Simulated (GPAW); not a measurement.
# Optical response of MgO (Periclase)

Wanted: where MgO (Periclase) starts to absorb, how strongly, and its refractive index. The cell comes from an older database entry, whose edges can differ from later determinations, mostly by under a per cent.

Calculated with GPAW 26.7.0; DFT, LDA, plane-wave PAW (GPAW data sets), scalar-relativistic, RPA, optical limit.

The database entry behind the starting cell differs from later determinations by our own check (about 0.1 % long), so it need not match the best structure at ambient conditions.

## 1. The starting structure

It takes space group Fm-3m (No. 225, cubic). The conventional cell has a = 4.217 Å, b = 4.217 Å, c = 4.217 Å, α = 90.00°, β = 90.00°, γ = 90.00°. Mg has 6 O at 2.11 Å nearest. O has 6 Mg at 2.11 Å nearest. Farther neighbours and most contacts between anions are not listed.

Structure file:

```xyz
2
Lattice="0.0000 2.1085 2.1085 2.1085 0.0000 2.1085 2.1085 2.1085 0.0000" Properties=species:S:1:pos:R:3 pbc="T T T"
Mg    0.0000    0.0000    0.0000
O     2.1085    2.1085    2.1085
```

## 2. Bands for the response

The response needs many more empty bands than the density does.

This step: DFT, LDA, plane-wave PAW (GPAW data sets), scalar-relativistic, bands at fixed density (GPAW 26.7.0).

File nscf.py:

```python
from ase.dft.bandgap import bandgap
from gpaw import GPAW, FermiDirac

calc = GPAW('gs.gpw').fixed_density(kpts={'size': (14, 14, 14), 'gamma': True}, nbands=31, convergence={'bands': 25},
                                    occupations=FermiDirac(0.001), txt='nscf.txt')
print('gap (eV)', bandgap(calc, output=None)[0])
print('direct gap (eV)', bandgap(calc, direct=True, output=None)[0])
print('top band over the Fermi level (eV)', min(calc.get_eigenvalues(kpt=k)[24] for k in range(len(calc.get_ibz_k_points()))) - calc.get_fermi_level())
calc.write('full.gpw', mode='all')
```

Started as:

```sh
OMP_NUM_THREADS=1 python nscf.py
```

Numbers of over 12 decimals in the logs are rounded to 6 here.

The log of the run:

```text
Diagonalizing LCAO Hamiltonian
Converting LCAO to pw mode
convergence criteria:
- Maximum integral of absolute [eigenst]ate change: 4e-08 eV^2 / valence electron
maximum number of iterations: 150

SCF iterations
|iter     |      energy | eigst |  dens |
|iter:   1||             | +3.16 |       |
|iter:   2||             | +1.36 |       |
|iter:   3||             | -0.86 |       |
|iter:   4||             | -2.62 |       |
|iter:   5||             | -4.47 |       |
|iter:   6||             | -6.03 |       |
|iter:   7||             | -7.30 |       |
|iter:   8||             | -8.13c|       |
SCF steps: 8
  __  _  _
 | _ |_)|_||  |
 |__||  | ||/\| - 26.7.0

Versions:
  Python: 3.12.14
  ASE:    3.29.0
  Numpy:  2.5.5
  Scipy:  1.18.1
  Libxc:  7.0.0

Input parameters:
  mode=PW(ecut=500.0),
  convergence={'bands': 25},
  gpts=array([16, 16, 16]),
  kpts=MonkhorstPack(size=(14, 14, 14), gamma=True),
  maxiter=150,
  nbands=31,
  occupations=Occupations(name='fermi-dirac', width=0.001, fixmagmom=False),
  parallel={},
  xc=XC(name='LDA')

--- standard output ---
gap (eV) 4.652817
direct gap (eV) 4.652817
top band over the Fermi level (eV) 42.402817
```

Run time: 21 s. Hardware: 1 thread of Arm Neoverse V2, shared host; peak memory 0.16 GiB.

This step gave:

| Quantity | Value |
| --- | --- |
| gap on the k-mesh | 4.653 eV |
| direct gap on the mesh | 4.653 eV |

## 3. Dielectric function, RPA

Local fields let the induced charge screen the field inside the cell, which as a rule lowers ε, most along directions where the density is uneven.

This step: DFT, LDA, plane-wave PAW (GPAW data sets), scalar-relativistic, RPA, optical limit (GPAW 26.7.0).

File df.py:

```python
from gpaw.response.df import DielectricFunction

df = DielectricFunction('full.gpw', frequencies={'type': 'nonlinear', 'domega0': 0.03, 'omega2': 8},
                        ecut=50,
                        eta=0.15,
                        nbands=25,
                        txt='df.txt')
for direction in ['x']:
    df.get_dielectric_function(xc='RPA', direction=direction, filename=f'df_{direction}.csv')
```

Started as:

```sh
OMP_NUM_THREADS=1 python df.py
```

The log of the run:

```text
Using integrator: PointIntegrator
NonLinearFrequencyDescriptor(from 0.000 to 125.621 eV, 559 points)
Nonperiodic BCs:  [False False False]
Using integrator: PointIntegrator
NonLinearFrequencyDescriptor(from 0.000 to 125.621 eV, 559 points)
Nonperiodic BCs:  [False False False]

Calculating chi0 body with:
    Ground state adapter containing:
    Number of spins: 1
    Number of kpoints: 2744
    Number of irreducible kpoints: 104
    Number of completely occupied states: 8
    Number of partially occupied states: 8

    Linear response parametrization:
    q_c: [0.0, 0.0, 0.0]
    Number of frequency points: 559
    Planewave cutoff: 50.0
    Number of bands: 25
    Number of planewaves: 15
    Broadening (eta): 0.15

Integrating chi0 body.

Symmetries of q_c:
    Direct symmetries (Uq -> q): 48
    Indirect symmetries (TUq -> q): 0
In total 48 allowed symmetries.

104 groups of equivalent kpoints. 96.209913% reduction.

Integral kind: spectral function

Calculating chi0 optical extensions with:
    Ground state adapter containing:
    Number of spins: 1
    Number of kpoints: 2744
    Number of irreducible kpoints: 104
    Number of completely occupied states: 8
    Number of partially occupied states: 8

    Linear response parametrization:
    Number of frequency points: 559
    Planewave cutoff: 50.0
    Number of bands: 25
    Number of planewaves: 15
    Broadening (eta): 0.15
Integrating chi0 head and wings.

Symmetries of q_c:
    Direct symmetries (Uq -> q): 48
    Indirect symmetries (TUq -> q): 0
In total 48 allowed symmetries.

104 groups of equivalent kpoints. 96.209913% reduction.

Integral kind: spectral function wings
```

It took 4.5 s on 1 thread; peak memory 0.2 GiB.

This step gave:

- electronic dielectric constant ε∞, mean over x, y and z (by symmetry where fewer were run): 3.121
- main peak of Im epsilon, first axis: 10.89 eV

The Im ε, E ∥ x has structure finer than the step of the table below, so its rows give means over 0.5 eV, whole bins alone (the curve runs from 0 to 14.0 eV). Peaks (eV: height): 5.87: 1.36, 8.77: 3.62, 10.03: 3.30, 10.88: 4.91.

Values under the direct gap are tails of Lorentzian lines. Table of Im ε, E ∥ x by photon energy; means over each step:

photon energy (eV), Im ε, E ∥ x and a bar:
```
      0.5       0.00 
      1.0       0.01 
      1.5       0.01 
      2.0       0.02 
      2.5       0.02 
      3.0       0.03 
      3.5       0.04 
      4.0       0.07 
      4.5       0.18 #
      5.0       0.60 ####
      5.5       0.82 #####
      6.0       1.01 #######
      6.5       1.29 #########
      7.0       1.33 #########
      7.5       1.73 ############
      8.0       2.22 ###############
      8.5       3.13 #####################
      9.0       3.22 ######################
      9.5       2.85 ###################
     10.0       3.04 ####################
     10.5       3.39 #######################
     11.0       4.48 ##############################
     11.5       3.04 ####################
     12.0       2.72 ##################
     12.5       2.24 ###############
     13.0       2.00 #############
     13.5       1.83 ############
```

Table of Re ε, E ∥ x by photon energy:

photon energy (eV), Re ε, E ∥ x and a bar from the least value:
```
      0.0       3.12 ###################
      0.5       3.13 ###################
      1.0       3.14 ####################
      1.5       3.17 ####################
      2.0       3.21 ####################
      2.5       3.27 #####################
      3.0       3.36 #####################
      3.5       3.47 ######################
      4.0       3.64 #######################
      4.5       3.93 #########################
      5.0       4.13 ###########################
      5.5       4.12 ###########################
      6.0       3.61 #######################
      6.5       4.25 ############################
      7.0       3.78 ########################
      7.5       4.31 ############################
      8.0       4.54 ##############################
      8.5       3.86 #########################
      9.0       2.89 ##################
      9.5       2.69 ################
     10.0       2.85 #################
     10.5       3.47 ######################
     11.0       1.21 #####
     11.5       0.53 
     12.0       0.82 ##
     12.5       0.70 #
     13.0       0.71 #
     13.5       1.26 #####
```

The loss function −Im 1/ε at q → 0, E ∥ x has structure finer than the step of the table below, so its rows give means over 0.5 eV, whole bins alone (the curve runs from 0 to 14.0 eV). Peaks (eV: height): 13.08: 0.466.

Values under the direct gap are tails of Lorentzian lines. The loss function −Im 1/ε at q → 0, E ∥ x by energy loss; means over each step:

```tsv
energy loss (eV)	loss function −Im 1/ε at q → 0, E ∥ x
0.5	3.4e-4
1.0	6.9e-4
1.5	0.00106
2.0	0.00147
2.5	0.00195
3.0	0.00256
3.5	0.00342
4.0	0.00501
4.5	0.0117
5.0	0.0352
5.5	0.0469
6.0	0.0624
6.5	0.0663
7.0	0.0767
7.5	0.0807
8.0	0.0892
8.5	0.124
9.0	0.166
9.5	0.183
10.0	0.176
10.5	0.157
11.0	0.205
11.5	0.316
12.0	0.337
12.5	0.403
13.0	0.429
13.5	0.377
```

The Im ε, E ∥ x has structure finer than the step of the table below, so its rows give means over 0.5 eV, whole bins alone (the curve runs from 0 to 14.0 eV). Peaks (eV: height): without local fields 8.77: 3.63, 10.88: 5.87; with local fields 5.87: 1.36, 8.77: 3.62, 10.03: 3.30, 10.88: 4.91.

Values under the direct gap are tails of Lorentzian lines. Im ε, E ∥ x against photon energy; means over each step:

```tsv
photon energy (eV)	without local fields	with local fields
0.5	0.00341	0.00330
1.0	0.00700	0.00678
1.5	0.0110	0.0106
2.0	0.0156	0.0152
2.5	0.0214	0.0209
3.0	0.0293	0.0288
3.5	0.0416	0.0413
4.0	0.0665	0.0668
4.5	0.178	0.183
5.0	0.576	0.599
5.5	0.787	0.822
6.0	0.964	1.01
6.5	1.23	1.29
7.0	1.27	1.33
7.5	1.67	1.73
8.0	2.16	2.22
8.5	3.12	3.13
9.0	3.26	3.22
9.5	2.94	2.85
10.0	3.29	3.04
10.5	4.04	3.39
11.0	5.32	4.48
11.5	3.63	3.04
12.0	3.36	2.72
12.5	2.79	2.24
13.0	2.46	2.00
13.5	2.43	1.83
```

Reflectivity at normal incidence, E ∥ x against photon energy; read off at these points:

photon energy (eV), reflectivity at normal incidence, E ∥ x (%) and a bar from the least value:
```
     0.00        7.7 
     0.50        7.7 
     1.00        7.8 
     1.50        7.9 
     2.00        8.1 #
     2.50        8.3 #
     3.00        8.6 ##
     3.50        9.1 ##
     4.00        9.7 ####
     4.50       10.9 #####
     5.00       12.0 #######
     5.50       12.1 ########
     6.00       10.6 #####
     6.50       13.3 ##########
     7.00       11.4 ######
     7.50       14.3 ###########
     8.00       15.6 ##############
     8.27       18.0 ##################
     8.50       16.5 ###############
     8.77       18.7 ###################
     9.00       15.7 ##############
     9.50       14.9 ############
    10.00       17.0 ################
    10.50       17.0 ################
    11.00       25.3 ##############################
    11.50       20.2 #####################
    12.00       17.5 #################
    12.50       14.4 ###########
    13.00       14.1 ###########
    13.50        9.6 ###
```

From ε follow the optical constants at some laser and lamp lines:

```tsv
wavelength (nm)	n	k	R (%)	1/α
1064	1.78	0.002	7.8	38 µm
800	1.78	0.003	7.9	21 µm
633	1.79	0.004	8.0	12 µm
532	1.80	0.005	8.2	8.1 µm
450	1.82	0.007	8.5	5.3 µm
365	1.86	0.010	9.0	2.9 µm
248	2.04	0.171	12.0	115 nm
```

Below the direct gap, k and the depth come from the tails of the Lorentzian lines, not from transitions.

Rows near the edge hang on the gap, which this functional as a rule makes too small, and phonon-assisted absorption is left out.

## 4. Outcome

```
electronic dielectric constant ε∞, mean over x, y and z (by symmetry where fewer were run) (RPA) : 3.12
main peak of Im epsilon, first axis                                                              : 10.9 eV
```

What this shows: At this level (LDA, RPA) MgO has ε∞ = 3.12 and n = 1.77 at 1550 nm, and Im ε peaks at 10.9 eV. On the mesh the gap is 4.65 eV and the least direct gap 4.65 eV. Local fields change the static value along x from 3.26 to 3.12 (-4 %). Distinct maxima of Im ε, read by a parabola through the highest points, lie at 8.79 eV (3.6), 9.23 eV (3.2), 10.02 eV (3.3) and 10.89 eV (4.9). Excitons and phonon-assisted transitions are missing; LDA gaps are as a rule too small, which pulls the onset down and ε∞ up. The sum runs over mesh points, so small or evenly spaced maxima can still be ripples of the mesh. In this version of GPAW the matrix elements of the optical limit are incomplete, which can lower ε − 1 by up to a tenth where first-row anions or d states rule, and shift it by more in d metals.

[Machine, clock and banner lines and Python warnings are left out of the logs.]

[Logs are printed without paths, hosts, clocks, repeated set-up lines and the standing remarks that a program may print on its own settings, such as how far it seeks lower states.]

[Hosts, paths, dates, database ids (printed as entryN), source tags and the programs' standing remarks are cut or masked in the printed files.]
